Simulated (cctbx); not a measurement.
# Finding the light atoms

Cell a = 9.4420 Å, b = 8.1440 Å, c = 4.2880 Å, α = 90.00°, β = 104.97°, γ = 90.00°; space group C2/m (no. 12); content Sn2 Cl4 C8 H16. The heavier atoms are placed; H is still missing.

Simulated single-crystal data (cctbx): synchrotron X-rays, λ = 0.7749 Å, to d = 0.65 Å, 80 % of the full sphere, strongest reflection 5000 counts, noise from counting, a 3 % proportional error and a noise floor of 4 counts (s.d.); no absorption.

Refinement without H (map in e/Å³):

```text
Rint 0.036, 648 unique reflections to 0.65 A
cycle     R1     wR2    GooF  max shift (A)
   1  0.1387  0.2763   6.932   0.02963
   2  0.0190  0.0455   1.142   0.00000
final R1 0.0190 wR2 0.0455 GooF 1.142  parameters 8  data/parameter 81.0
atom        x        y        z      Ueq    occ   su(xyz)  su(Uiso or U11)
Sn1    0.00000  0.00000  0.00000   0.0088  1.000  0.00000  0.0001
Cl1    0.71560  0.00000  0.00733   0.0155  1.000  0.00017  0.0001
C1     0.54701  0.30620  0.38167   0.0199  1.000  0.00057  0.0004
difference map: max 1.00 min -0.49 rms 0.16
Q1    0.0537  0.3366  0.3350    8    1.01  1.18 A from C1
Q2    0.1627  0.1603  0.5402    8    0.87  1.16 A from C1
Q3    0.2043  0.0000  0.1764    4    0.53  1.23 A from Cl1
Q4    0.0855  0.5000  0.1061    4    0.38  1.40 A from Cl1
Q5    0.1263  0.0000  0.4267    4    0.36  1.74 A from C1
Q6    0.0773  0.2463  0.3644    8    0.35  0.53 A from C1
Q7    0.0485  0.0000  0.0879    4    0.34  0.51 A from Sn1
Q8    0.1846  0.3350  0.3304    8    0.33  1.79 A from C1
```

The data are simulated with cctbx, not measured: neutrons of λ = 1.17 Å, to d = 0.7 Å, 80 % of the full sphere, strongest reflection 5000 counts, noise from counting, a 3 % proportional error and a noise floor of 4 counts (s.d.); no absorption.

Refinement without H (map in fm/Å³; only maxima are listed):

```text
Rint 0.038, 514 unique reflections to 0.70 A
cycle     R1     wR2    GooF  max shift (A)
   1  0.4112  0.7415  15.981   0.04139
   3  0.3600  0.6764  14.577   0.00001
final R1 0.3600 wR2 0.6764 GooF 14.577  parameters 8  data/parameter 64.2
atom        x        y        z      Ueq    occ   su(xyz)  su(Uiso or U11)
Sn1    0.00000  0.00000  0.00000   0.0040  1.000  0.00000  0.0029
Cl1    0.71548  0.00000  0.01017   0.0047  1.000  0.00186  0.0021
C1     0.54817  0.30648  0.38654   0.0116  1.000  0.00207  0.0023
difference map: max 29.78 min -25.12 rms 2.67
Q1    0.0000  0.0000  0.0000    2   29.78  0.00 A from Sn1
Q2    0.2153  0.5000  0.9987    4   27.36  0.05 A from Cl1
Q3    0.0422  0.1916  0.3668    8   18.43  0.09 A from C1
Q4    0.1654  0.1476  0.7316    8    4.68  1.65 A from C1
Q5    0.0462  0.0000  0.2686    4    4.61  1.12 A from Sn1
Q6    0.1628  0.5000  0.7432    4    4.55  1.12 A from Cl1
Q7    0.1760  0.5000  0.5572    4    4.20  1.88 A from Cl1
Q8    0.0398  0.3360  0.1622    8    4.20  1.50 A from C1
```

**Question.** Where is H, and which data fix it better?

H sits at (0.5586, 0.1752, 0.3426) and (0.6585, 0.3297, 0.5498). Adding it takes R1 from 0.019 to 0.016 with X-rays and from 0.360 to 0.021 with neutrons. Its largest coordinate s.u. is 0.00814 with X-rays and 0.00030 with neutrons, so neutrons fix it better in these data. In the X-ray map Q1 and Q2 mark it. No listed neutron peak is on it. Natural H has a negative scattering length, so it shows as a hole in the neutron map (minimum -25.1), not among the maxima.

Final neutron refinement:

```text
Rint 0.038, 514 unique reflections to 0.70 A
cycle     R1     wR2    GooF  max shift (A)
   1  0.1766  0.3879   8.426   0.03330
   2  0.0205  0.0441   0.957   0.00005
final R1 0.0205 wR2 0.0441 GooF 0.957  parameters 16  data/parameter 32.1
atom        x        y        z      Ueq    occ   su(xyz)  su(Uiso or U11)
Sn1    0.00000  0.00000  0.00000   0.0088  1.000  0.00000  0.0001
Cl1    0.71551  0.00000  0.00715   0.0158  1.000  0.00010  0.0001
C1     0.54724  0.30692  0.38164   0.0200  1.000  0.00011  0.0001
H1     0.55877  0.17525  0.34286   0.0336  1.000  0.00028  0.0002
H2     0.65852  0.32958  0.54967   0.0376  1.000  0.00030  0.0002
difference map: max 0.41 min -0.34 rms 0.11
Q1    0.0273  0.5000  0.5909    4    0.44  1.70 A from H1
Q2    0.1927  0.0599  0.3116    8    0.37  1.46 A from H2
Q3    0.1493  0.0000  0.4692    4    0.36  1.43 A from H2
Q4    0.0815  0.0000  0.0629    4    0.34  0.75 A from Sn1
Q5    0.0000  0.5000  0.0000    2    0.33  2.02 A from H1
Q6    0.1767  0.5000  0.6008    4    0.33  1.69 A from Cl1
```

The model was made for the exercise: a known structure type with other elements put in, its volume estimated, not relaxed; displacement parameters are assumed.

[Middle refinement cycles are left out of these outputs.]

[Logs are printed without paths, hosts, clocks, repeated set-up lines and the standing remarks that a program may print on its own settings, such as how far it seeks lower states.]
